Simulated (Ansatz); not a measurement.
# GaAs wire along [110], 8 atoms a period, H-terminated: bands under strain, part 3 of 3

Aim: is the GaAs wire along [110], 8 atoms a period, H-terminated a metal or a semiconductor?

Ansatz 0.2.0; DFT PBE, plane waves, PAW; relaxation of a wire's period (the session's first sound run).

So far, band gap (eV): 1.36 in steps 3, 4, 5 and 6.

### 7. Strain along the wire, period over the relaxed period 1.04, k-mesh 1×1×14

Level of this step: DFT PBE, plane waves, PAW; relaxation at a fixed period (Ansatz).

The period is set to 1.04 times the relaxed one and the atoms relax within it: strain changes bond lengths and angles, which shifts the bands against each other. Against the first PBE run of this kind, the mesh along the wire has 14 points against 20.

The cell differs from the one that the last finished run ended in (c 4.219 → 4.301 Å).

Contents of input.yaml:

```yaml
crystal:
  lattice:
    - [15.795, 0.0, 0.0]
    - [0.0, 13.446, 0.0]
    - [0.0, 0.0, 4.3013971651]
  atoms:
    - { symbol: H, position: [0.404265469, 0.245381624, 0.0] }
    - { symbol: Ga, position: [0.448966688, 0.349154765, 0.0] }
    - { symbol: H, position: [0.224767022, 0.602945399, 0.5] }
    - { symbol: H, position: [0.224767022, 0.397054601, 0.5] }
    - { symbol: Ga, position: [0.271260094, 0.5, 0.5] }
    - { symbol: As, position: [0.541339271, 0.646153551, 0.5] }
    - { symbol: As, position: [0.541339271, 0.353846449, 0.5] }
    - { symbol: H, position: [0.603776253, 0.732868858, 0.5] }
    - { symbol: H, position: [0.603776253, 0.267131142, 0.5] }
    - { symbol: Ga, position: [0.631303595, 0.5, 0.5] }
    - { symbol: As, position: [0.36445809, 0.5, 0.0] }
    - { symbol: H, position: [0.404265469, 0.754618376, 0.0] }
    - { symbol: Ga, position: [0.448966688, 0.650845235, 0.0] }
    - { symbol: As, position: [0.721565769, 0.5, 0.0] }
    - { symbol: H, position: [0.784684994, 0.585263064, 0.0] }
    - { symbol: H, position: [0.784684994, 0.414736936, 0.0] }
kpoints:
  mp_grid: { grid: [1, 1, 14] }
  band_path: { path: ["Γ", Z], npoints: 90 }
scf:
  occupations: { method: fermi_dirac, width: 0.05 }
hamiltonian:
  xc: pbe
relax:
  max_steps: 40
  f_tol: 0.02
output:
  stress: true
```

Started as:

```bash
ansatz run input.yaml --threads 4 --pin off --max-ram 16384MiB --backend cpu --events-out ev --progress --plain --runs-dir out
```

Numbers of over 12 decimals in the logs are rounded to 6 here.

The program printed:

```text
[...]
Crystal: 16 atoms, lattice volume = 913.529 Å³
Basis set: ecut = 420 eV, 17863 PW (Γ), exchange–correlation on 216×180×60 points (8 copies of the dense FFT grid, shifted against one another)
Bands: 76, of which v1, the nominal top of the filled ones, is band 60 counted from 1 (59 counted from 0)
Symmetry: 4 space group operations
[...]
- { symbol: H, position: [0.602412, 0.731929, 0.500000] }
    - { symbol: H, position: [0.602412, 0.268071, 0.500000] }
    - { symbol: Ga, position: [0.629777, 0.5, 0.500000] }
    - { symbol: As, position: [0.364858, 0.5, 0.0] }
    - { symbol: H, position: [0.407164, 0.754986, 0.0] }
    - { symbol: Ga, position: [0.450434, 0.650272, 0.0] }
    - { symbol: As, position: [0.716495, 0.5, 0.0] }
    - { symbol: H, position: [0.780241, 0.584786, 0.0] }
    - { symbol: H, position: [0.780241, 0.415214, 0.0] }
[key lines of the parts left out:]
SCF converged after 2 iterations
Free energy (F): -34683.244392 eV
Fermi energy:    -1.799144 eV
P = ⅓ Tr σ = -0.2071 GPa (-2.071 kbar)
```

Elapsed: 2.5 min, on 4 threads of Arm Neoverse V1, shared host; peak memory 3.8 GiB; 9.8 min of CPU time.

Relaxation path:

```csv
step,energy less that of the first step (eV),largest force component (eV/Å)
1,0.0000,0.3095
2,-0.0253,0.1061
3,-0.0303,0.0125
4,-0.0303,0.0125
```

The run keeps the 4 symmetry operations that it works with, so distortions that break them were not tested.

The atoms that moved most (Å):

```csv
atom,dx,dy,dz,length
As14,-0.080,0.000,0.000,0.080
H3,0.076,0.006,0.000,0.076
H4,0.076,-0.006,0.000,0.076
H15,-0.070,-0.006,0.000,0.070
H16,-0.070,0.006,0.000,0.070
Ga5,0.061,0.000,0.000,0.061
H12,0.046,0.005,0.000,0.046
H1,0.046,-0.005,0.000,0.046
```

Final coordinates:

```xyz
16
Lattice="15.7950 0.0000 0.0000 0.0000 13.4460 0.0000 0.0000 0.0000 4.3014" Properties=species:S:1:pos:R:3
H     6.4312    3.2945    0.0000
Ga    7.1146    4.7024    0.0000
H     3.6257    8.1134    2.1507
H     3.6257    5.3326    2.1507
Ga    4.3460    6.7230    2.1507
As    8.5159    8.6858    2.1507
As    8.5159    4.7602    2.1507
H     9.5151    9.8415    2.1507
H     9.5151    3.6045    2.1507
Ga    9.9473    6.7230    2.1507
As    5.7629    6.7230    0.0000
H     6.4312   10.1515    0.0000
Ga    7.1146    8.7436    0.0000
As   11.3170    6.7230    0.0000
H    12.3239    7.8630    0.0000
H    12.3239    5.5830    0.0000
```

The gap is 1.36 eV, against 1.36 eV under PBE at the relaxed period.

### 8. Strain along the wire, period over the relaxed period 1.06, k-mesh 1×1×14

The period is set to 1.06 times the relaxed one and the atoms relax within it: strain changes bond lengths and angles, which shifts the bands against each other. Against the first PBE run of this kind, the mesh along the wire has 14 points against 20.

The cell differs from the one that the last finished run ended in (c 4.301 → 4.384 Å).

Edit input.yaml of step 7 so:

```diff
@@ -4,3 +4,3 @@
     - [0.0, 13.446, 0.0]
-    - [0.0, 0.0, 4.3013971651]
+    - [0.0, 0.0, 4.3841163413]
   atoms:
```

The program printed:

```text
[...]
Crystal: 16 atoms, lattice volume = 931.097 Å³
Basis set: ecut = 420 eV, 18267 PW (Γ), exchange–correlation on 216×180×60 points (8 copies of the dense FFT grid, shifted against one another)
Bands: 76, of which v1, the nominal top of the filled ones, is band 60 counted from 1 (59 counted from 0)
Symmetry: 4 space group operations
[...]
- { symbol: Ga, position: [0.628573, 0.500000, 0.500000] }
    - { symbol: As, position: [0.365606, 0.500000, 0] }
    - { symbol: H, position: [0.408513, 0.755667, 1.784726644704737e-19] }
    - { symbol: Ga, position: [0.451130, 0.650521, 0] }
    - { symbol: As, position: [0.713618, 0.500000, 0] }
    - { symbol: H, position: [0.777713, 0.584523, -1.2600539385829892e-19] }
    - { symbol: H, position: [0.777713, 0.415477, 1.2600539385829935e-19] }
[key lines of the parts left out:]
SCF converged after 6 iterations
Free energy (F): -34683.159989 eV
Fermi energy:    -1.932476 eV
P = ⅓ Tr σ = -0.3073 GPa (-3.073 kbar)
```

The job ended after 2.6 min (4 threads; peak memory 3.9 GiB).

The gap is 1.37 eV, against 1.36 eV under PBE at the relaxed period.

### 9. Side by side

Times are for 4 threads of Arm Neoverse V1, shared host. The series side by side:

```csv
no.,period over the relaxed period,k-mesh,pressure (GPa),band gap (eV),time,memory (GiB)
1,0.96,1×1×16,0.2809,1.358,2.3 min,3.5
2,0.98,1×1×15,0.1347,1.363,2.3 min,3.6
3,1.02,1×1×15,-0.1078,1.360,2.4 min,3.7
4,1.04,1×1×14,-0.2071,1.361,2.5 min,3.8
5,1.06,1×1×14,-0.3073,1.369,2.6 min,3.9
```

### 10. What came out

```yaml
cell_length_pbe: 4.136 Å
gap_pbe: 1.36 eV
gap_period_scaled_by_0p96: 1.36 eV
gap_period_scaled_by_0p98: 1.36 eV
gap_period_scaled_by_1p02: 1.36 eV
gap_period_scaled_by_1p04: 1.36 eV
gap_period_scaled_by_1p06: 1.37 eV
```

What this shows: Under PBE the cell's length is 4.14 Å, and a gap of 1.36 eV makes it a semiconductor. Plain hydrogen on a compound's surface is a simple closure: it may leave surface states, and facets that end in unlike atoms put a field across the wire, both of which shrink the gap.

[Logs are printed without paths, hosts, clocks, repeated set-up lines and the standing remarks that a program may print on its own settings, such as how far it seeks lower states.]

[Hosts, paths, dates, database ids (printed as entryN), source tags and the programs' standing remarks are cut or masked in the printed files.]
